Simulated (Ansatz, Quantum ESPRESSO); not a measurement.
# Ballistic transmission: Sb chain with one atom pushed 1.0 Å aside at constant bond length, part 2 of 3

Wanted: the transmission near the Fermi level and the conductance of this junction: Sb chain with one atom pushed 1.0 Å aside at constant bond length.

Quantum ESPRESSO 7.5; plane-wave DFT, PBEsol, GBRV ultrasoft pseudopotentials; cross-check by Ansatz 0.2.0 with PAW datasets.

So far. Step 2 (SCF with pw.x): The run needed 15 iterations to bring the estimated error under 1e-07 Ry; the largest force on any atom, held or free, is 0.29 eV/Å.

**3. The open system**

Level of this step: transmission by pwcond, lead and junction from one cell; plane-wave DFT, PBEsol, GBRV ultrasoft pseudopotentials (Quantum ESPRESSO).

prefixt takes both regions from one run: the lead from 0 to bdl, the scattering region from bdl to bds (units of alat). ikind = 1 puts the same lead on both sides. The program's T_tot counts both spins in a run without spin; the tables below give T per spin.

Input file cond.in:

```
&inputcond
  outdir = './out'
  prefixt = 'scf'
  tran_file = 'cond.dat'
  bdl = 0.7333333333
  bds = 3.2497967173
  ikind = 1
  ewind = 4.0
  epsproj = 1e-05
  nz1 = 7
  energy0 = 2.0
  denergy = -0.1
/
1
  0.00000000 0.00000000 1.00000000
41
```

Command:

```bash
OMP_NUM_THREADS=1 mpirun -n 2 pwcond.x -in cond.in > cond.out
```

Output:

```text
[banner, memory and clock lines left out]
Program PWCOND v.7.5 starts

          URL

     ./out/scf.save/

     IMPORTANT: XC functional enforced from input :
     Exchange-correlation= PBESOL
                           (   1   4  10   8   0   0   0)
     Any further DFT definition will be discarded
     Please, verify this is what you really want

     negative rho (up, down):  1.369E-04 0.000E+00
     Reading collected, re-writing distributed wavefunctions

===== INPUT FILE containing all the regions =====

     GEOMETRY:

     lattice parameter (alat)  =      14.1729  a.u.
     the volume                =    9252.0205 (a.u.)^3
     the cross section         =     200.8724 (a.u.)^2
     l of the unit cell        =       3.2498 (alat)
     number of atoms/cell      =            9
     number of atomic types    =            1

     crystal axes: (cart. coord. in units of alat)
               a(1) = (  1.0000  0.0000  0.0000 )
               a(2) = (  0.0000  1.0000  0.0000 )
               a(3) = (  0.0000  0.0000  3.2498 )

   Cartesian axes

     site n.     atom                  positions (alat units)
          1        Sb     tau(  1)=(  0.5000  0.5000  3.2498  )
          2        Sb     tau(  2)=(  0.5000  0.5000  0.3667  )
          3        Sb     tau(  3)=(  0.5000  0.5000  0.7333  )
          4        Sb     tau(  4)=(  0.5000  0.5000  1.1000  )
          5        Sb     tau(  5)=(  0.6333  0.5000  1.4416  )
          6        Sb     tau(  6)=(  0.5000  0.5000  1.7831  )
          7        Sb     tau(  7)=(  0.5000  0.5000  2.1498  )
          8        Sb     tau(  8)=(  0.5000  0.5000  2.5165  )
          9        Sb     tau(  9)=(  0.5000  0.5000  2.8831  )

     nr1s                      =           54
     nr2s                      =           54
     nr3s                      =          180
     nr1sx                     =           54
     nr2sx                     =           54
     nr3sx                     =          180
     nr1                       =           60
     nr2                       =           60
     nr3                       =          192
     nr1x                      =           60
     nr2x                      =           60
     nr3x                      =          192

 _______________________________
  Radii of nonlocal spheres:

     type       ibeta     ang. mom.          radius (alat units)
       Sb         1         0                    0.1484
       Sb         2         0                    0.1484
       Sb         3         1                    0.1484
       Sb         4         1                    0.1484
       Sb         5         2                    0.1484
       Sb         6         2                    0.1484
----- General information -----

--- T calc. with identical leads (ikind=1) ---

     nrx                       =           54
     nry                       =           54
     nz1                       =            7

     energy0               =         2.0E+00
     denergy               =        -1.0E-01
     nenergy               =         41
     ecut2d                =         3.4E+01
     ewind                 =         4.0E+00
     epsproj               =         1.0E-05

     number of k_|| points=    1
                       cryst. coord.
        k(    1) = (   0.0000000   0.0000000), wk =   1.0000000
----- Information about left/right lead -----

     nocros                   =           18
     noins                    =           18
     norb                     =           54
     norbf                    =          144
     nrz                      =           41

      iorb      type   ibeta   ang. mom.   m       position (alat)
        1        1       1        0        1   taunew(   1)=(  0.5000  0.5000  0.0000)
        2        1       2        0        1   taunew(   2)=(  0.5000  0.5000  0.0000)
        3        1       3        1        1   taunew(   3)=(  0.5000  0.5000  0.0000)
        4        1       3        1        2   taunew(   4)=(  0.5000  0.5000  0.0000)
        5        1       3        1        3   taunew(   5)=(  0.5000  0.5000  0.0000)
        6        1       4        1        1   taunew(   6)=(  0.5000  0.5000  0.0000)
        7        1       4        1        2   taunew(   7)=(  0.5000  0.5000  0.0000)
        8        1       4        1        3   taunew(   8)=(  0.5000  0.5000  0.0000)
        9        1       5        2        1   taunew(   9)=(  0.5000  0.5000  0.0000)
       10        1       5        2        2   taunew(  10)=(  0.5000  0.5000  0.0000)
       11        1       5        2        3   taunew(  11)=(  0.5000  0.5000  0.0000)
       12        1       5        2        4   taunew(  12)=(  0.5000  0.5000  0.0000)
       13        1       5        2        5   taunew(  13)=(  0.5000  0.5000  0.0000)
       14        1       6        2        1   taunew(  14)=(  0.5000  0.5000  0.0000)
       15        1       6        2        2   taunew(  15)=(  0.5000  0.5000  0.0000)
       16        1       6        2        3   taunew(  16)=(  0.5000  0.5000  0.0000)
       17        1       6        2        4   taunew(  17)=(  0.5000  0.5000  0.0000)
       18        1       6        2        5   taunew(  18)=(  0.5000  0.5000  0.0000)
       19        1       1        0        1   taunew(  19)=(  0.5000  0.5000  0.3667)
       20        1       2        0        1   taunew(  20)=(  0.5000  0.5000  0.3667)
       21        1       3        1        1   taunew(  21)=(  0.5000  0.5000  0.3667)
       22        1       3        1        2   taunew(  22)=(  0.5000  0.5000  0.3667)
       23        1       3        1        3   taunew(  23)=(  0.5000  0.5000  0.3667)
       24        1       4        1        1   taunew(  24)=(  0.5000  0.5000  0.3667)
       25        1       4        1        2   taunew(  25)=(  0.5000  0.5000  0.3667)
       26        1       4        1        3   taunew(  26)=(  0.5000  0.5000  0.3667)
       27        1       5        2        1   taunew(  27)=(  0.5000  0.5000  0.3667)
       28        1       5        2        2   taunew(  28)=(  0.5000  0.5000  0.3667)
       29        1       5        2        3   taunew(  29)=(  0.5000  0.5000  0.3667)
       30        1       5        2        4   taunew(  30)=(  0.5000  0.5000  0.3667)
       31        1       5        2        5   taunew(  31)=(  0.5000  0.5000  0.3667)
       32        1       6        2        1   taunew(  32)=(  0.5000  0.5000  0.3667)
       33        1       6        2        2   taunew(  33)=(  0.5000  0.5000  0.3667)
       34        1       6        2        3   taunew(  34)=(  0.5000  0.5000  0.3667)
       35        1       6        2        4   taunew(  35)=(  0.5000  0.5000  0.3667)
[...]
123        1       6        2        2   taunew( 123)=(  0.5000  0.5000  2.1498)
      124        1       6        2        3   taunew( 124)=(  0.5000  0.5000  2.1498)
      125        1       6        2        4   taunew( 125)=(  0.5000  0.5000  2.1498)
      126        1       6        2        5   taunew( 126)=(  0.5000  0.5000  2.1498)
      127        1       1        0        1   taunew( 127)=(  0.5000  0.5000  2.5165)
      128        1       2        0        1   taunew( 128)=(  0.5000  0.5000  2.5165)
      129        1       3        1        1   taunew( 129)=(  0.5000  0.5000  2.5165)
      130        1       3        1        2   taunew( 130)=(  0.5000  0.5000  2.5165)
      131        1       3        1        3   taunew( 131)=(  0.5000  0.5000  2.5165)
      132        1       4        1        1   taunew( 132)=(  0.5000  0.5000  2.5165)
      133        1       4        1        2   taunew( 133)=(  0.5000  0.5000  2.5165)
      134        1       4        1        3   taunew( 134)=(  0.5000  0.5000  2.5165)
      135        1       5        2        1   taunew( 135)=(  0.5000  0.5000  2.5165)
      136        1       5        2        2   taunew( 136)=(  0.5000  0.5000  2.5165)
      137        1       5        2        3   taunew( 137)=(  0.5000  0.5000  2.5165)
      138        1       5        2        4   taunew( 138)=(  0.5000  0.5000  2.5165)
      139        1       5        2        5   taunew( 139)=(  0.5000  0.5000  2.5165)
      140        1       6        2        1   taunew( 140)=(  0.5000  0.5000  2.5165)
      141        1       6        2        2   taunew( 141)=(  0.5000  0.5000  2.5165)
      142        1       6        2        3   taunew( 142)=(  0.5000  0.5000  2.5165)
      143        1       6        2        4   taunew( 143)=(  0.5000  0.5000  2.5165)
      144        1       6        2        5   taunew( 144)=(  0.5000  0.5000  2.5165)
 ngper, shell number =          545          70
 ngper, n2d =          545         193
---  E-Ef =    2.0000000  k =    0.0000000   0.0000000
---  ie =          1  ik =          1
 Nchannels of the left tip =            1
 Right moving states:
   k1(2pi/a)   k2(2pi/a)   E-Ef (eV)
   0.4956995   0.0000021   2.0000000
 Left moving states:
   k1(2pi/a)   k2(2pi/a)   E-Ef (eV)
  -0.4956995   0.0000021   2.0000000

 to transmit
 Band j to band i transmissions and reflections:
    j         i     |T_ij|^2    |R_ij|^2

    1 -->     1     0.99737     0.00261
   Total T_j, R_j =    0.99737  0.00261

E-Ef(ev), T(x2 spins) =    2.0000000   1.9947431
---  E-Ef =    1.9000000  k =    0.0000000   0.0000000
---  ie =          2  ik =          1
 Nchannels of the left tip =            3
 Right moving states:
   k1(2pi/a)   k2(2pi/a)   E-Ef (eV)
  -0.0569960   0.0000002   1.9000000
  -0.0613193   0.0000001   1.9000000
   0.4893716   0.0000021   1.9000000
 Left moving states:
   k1(2pi/a)   k2(2pi/a)   E-Ef (eV)
   0.0569960   0.0000002   1.9000000
   0.0613193   0.0000001   1.9000000
  -0.4893716   0.0000021   1.9000000

 to transmit
 Band j to band i transmissions and reflections:
    j         i     |T_ij|^2    |R_ij|^2

    1 -->     1     0.90411     0.09589
    1 -->     2     0.00000     0.00000
    1 -->     3     0.00000     0.00000
   Total T_j, R_j =    0.90411  0.09589

    2 -->     1     0.00000     0.00000
    2 -->     2     0.03811     0.82205
    2 -->     3     0.07909     0.06075
   Total T_j, R_j =    0.11720  0.88280

    3 -->     1     0.00000     0.00000
    3 -->     2     0.08257     0.06075
    3 -->     3     0.85145     0.00522
   Total T_j, R_j =    0.93403  0.06597

E-Ef(ev), T(x2 spins) =    1.9000000   3.9106743
---  E-Ef =    1.8000000  k =    0.0000000   0.0000000
---  ie =          3  ik =          1
 Nchannels of the left tip =            3
 Right moving states:
   k1(2pi/a)   k2(2pi/a)   E-Ef (eV)
  -0.0920582   0.0000002   1.8000000
  -0.0949694   0.0000002   1.8000000
   0.4830375   0.0000021   1.8000000
 Left moving states:
   k1(2pi/a)   k2(2pi/a)   E-Ef (eV)
   0.0920582   0.0000002   1.8000000
   0.0949694   0.0000002   1.8000000
  -0.4830375   0.0000021   1.8000000

 to transmit
 Band j to band i transmissions and reflections:
    j         i     |T_ij|^2    |R_ij|^2

    1 -->     1     0.96288     0.03712
    1 -->     2     0.00000     0.00000
    1 -->     3     0.00000     0.00000
   Total T_j, R_j =    0.96288  0.03712

    2 -->     1     0.00000     0.00000
    2 -->     2     0.08139     0.71277
    2 -->     3     0.12541     0.08044
   Total T_j, R_j =    0.20679  0.79321

    3 -->     1     0.00000     0.00000
    3 -->     2     0.12918     0.08044
    3 -->     3     0.78235     0.00803
   Total T_j, R_j =    0.91153  0.08847

E-Ef(ev), T(x2 spins) =    1.8000000   4.1624122
[... further energies and points left out ...]
---  E-Ef =   -1.8000000  k =    0.0000000   0.0000000
---  ie =         39  ik =          1
 Nchannels of the left tip =            1
 Right moving states:
   k1(2pi/a)   k2(2pi/a)   E-Ef (eV)
   0.2368314   0.0000027  -1.8000000
 Left moving states:
   k1(2pi/a)   k2(2pi/a)   E-Ef (eV)
  -0.2368315   0.0000027  -1.8000000

 to transmit
 Band j to band i transmissions and reflections:
    j         i     |T_ij|^2    |R_ij|^2

    1 -->     1     0.69211     0.30788
   Total T_j, R_j =    0.69211  0.30788

E-Ef(ev), T(x2 spins) =   -1.8000000   1.3842261
---  E-Ef =   -1.9000000  k =    0.0000000   0.0000000
---  ie =         40  ik =          1
 Nchannels of the left tip =            1
 Right moving states:
   k1(2pi/a)   k2(2pi/a)   E-Ef (eV)
   0.2292060   0.0000027  -1.9000000
 Left moving states:
   k1(2pi/a)   k2(2pi/a)   E-Ef (eV)
  -0.2292060   0.0000027  -1.9000000

 to transmit
 Band j to band i transmissions and reflections:
    j         i     |T_ij|^2    |R_ij|^2

    1 -->     1     0.72850     0.27150
   Total T_j, R_j =    0.72850  0.27150

E-Ef(ev), T(x2 spins) =   -1.9000000   1.4569932
---  E-Ef =   -2.0000000  k =    0.0000000   0.0000000
---  ie =         41  ik =          1
 Nchannels of the left tip =            1
 Right moving states:
   k1(2pi/a)   k2(2pi/a)   E-Ef (eV)
   0.2215124   0.0000027  -2.0000000
 Left moving states:
   k1(2pi/a)   k2(2pi/a)   E-Ef (eV)
  -0.2215125   0.0000027  -2.0000000

 to transmit
 Band j to band i transmissions and reflections:
    j         i     |T_ij|^2    |R_ij|^2

    1 -->     1     0.76030     0.23970
   Total T_j, R_j =    0.76030  0.23970

E-Ef(ev), T(x2 spins) =   -2.0000000   1.5205945
   T_tot     2.00000      0.19947E+01
   T_tot     1.90000      0.39107E+01
   T_tot     1.80000      0.41624E+01
   T_tot     1.70000      0.43294E+01
   T_tot     1.60000      0.44793E+01
   T_tot     1.50000      0.46216E+01
   T_tot     1.40000      0.47579E+01
   T_tot     1.30000      0.48879E+01
   T_tot     1.20000      0.50109E+01
   T_tot     1.10000      0.51262E+01
   T_tot     1.00000      0.52338E+01
   T_tot     0.90000      0.53335E+01
   T_tot     0.80000      0.54253E+01
   T_tot     0.70000      0.55091E+01
   T_tot     0.60000      0.55845E+01
   T_tot     0.50000      0.56512E+01
   T_tot     0.40000      0.57092E+01
   T_tot     0.30000      0.57538E+01
   T_tot     0.20000      0.57546E+01
   T_tot     0.10000      0.57927E+01
   T_tot    -0.00000      0.58066E+01
   T_tot    -0.10000      0.58086E+01
   T_tot    -0.20000      0.58014E+01
   T_tot    -0.30000      0.57753E+01
   T_tot    -0.40000      0.56663E+01
   T_tot    -0.50000      0.56952E+01
   T_tot    -0.60000      0.56609E+01
   T_tot    -0.70000      0.56137E+01
   T_tot    -0.80000      0.55561E+01
   T_tot    -0.90000      0.54875E+01
   T_tot    -1.00000      0.54054E+01
   T_tot    -1.10000      0.53065E+01
   T_tot    -1.20000      0.51863E+01
   T_tot    -1.30000      0.50383E+01
   T_tot    -1.40000      0.48464E+01
   T_tot    -1.50000      0.45426E+01
   T_tot    -1.60000      0.35753E+01
   T_tot    -1.70000      0.13101E+01
   T_tot    -1.80000      0.13842E+01
   T_tot    -1.90000      0.14570E+01
   T_tot    -2.00000      0.15206E+01

Note: The following floating-point exceptions are signalling: IEEE_UNDERFLOW_FLAG
Note: The following floating-point exceptions are signalling: IEEE_UNDERFLOW_FLAG
```

Elapsed: 7.8 min, on 2 MPI ranks of Arm Neoverse V1, shared host; peak memory 0.58 GiB.

Numbers from this step:

```
lead channels at the Fermi level, one spin : 3
transmission at the Fermi level, one spin  : 2.903
conductance                                : 2.903 G₀
```

Per spin. Table of open channels by energy, zero at the Fermi level:

```csv
energy (eV),open channels
-2.00,1
-1.90,1
-1.80,1
-1.70,1
-1.60,3
-1.50,3
-1.40,3
-1.20,3
-1.10,3
-1.00,3
-0.90,3
-0.80,3
-0.70,3
-0.60,3
-0.50,3
-0.40,3
-0.30,3
-0.20,3
-0.10,3
0.00,3
0.10,3
0.20,3
0.30,3
0.40,3
0.50,3
0.60,3
0.70,3
0.80,3
0.90,3
1.00,3
1.10,3
1.20,3
1.40,3
1.50,3
1.60,3
1.70,3
1.80,3
1.90,3
2.00,1
```

Per spin. Transmission against energy, zero at the Fermi level:

```csv
energy (eV),transmission
-2.00,0.760
-1.90,0.728
-1.70,0.655
-1.60,1.79
-1.40,2.42
-1.30,2.52
-1.20,2.59
-1.00,2.70
-0.90,2.74
-0.80,2.78
-0.60,2.83
-0.50,2.85
-0.30,2.89
-0.20,2.90
-0.10,2.90
0.00,2.90
0.10,2.90
0.20,2.88
0.30,2.88
0.50,2.83
0.60,2.79
0.80,2.71
0.90,2.67
1.00,2.62
1.20,2.51
1.30,2.44
1.40,2.38
1.60,2.24
1.70,2.16
1.90,1.96
2.00,0.997
```

The program's own clock; routines nest. Time by routine:

```csv
routine,wall time (s),calls
PWCOND,470.3,1
scatter_forw,400.8,82
compbs,43.6,41
compbs_2,35.36,41
local,19.11,1
init,1.31,1
poten,0.09,1
```

At no point does T exceed the number of channels.

(Continued in part 3 of 3.)

[Logs are printed without paths, hosts, clocks, repeated set-up lines and the standing remarks that a program may print on its own settings, such as how far it seeks lower states.]

[Hosts, paths, dates, database ids (printed as entryN), source tags and the programs' standing remarks are cut or masked in the printed files.]

[Maps of the electrostatic potential energy from Ansatz leave out the sawtooth potential of an applied field or a dipole correction, so their vacuum need not be flat; planar profiles and work functions include it.]
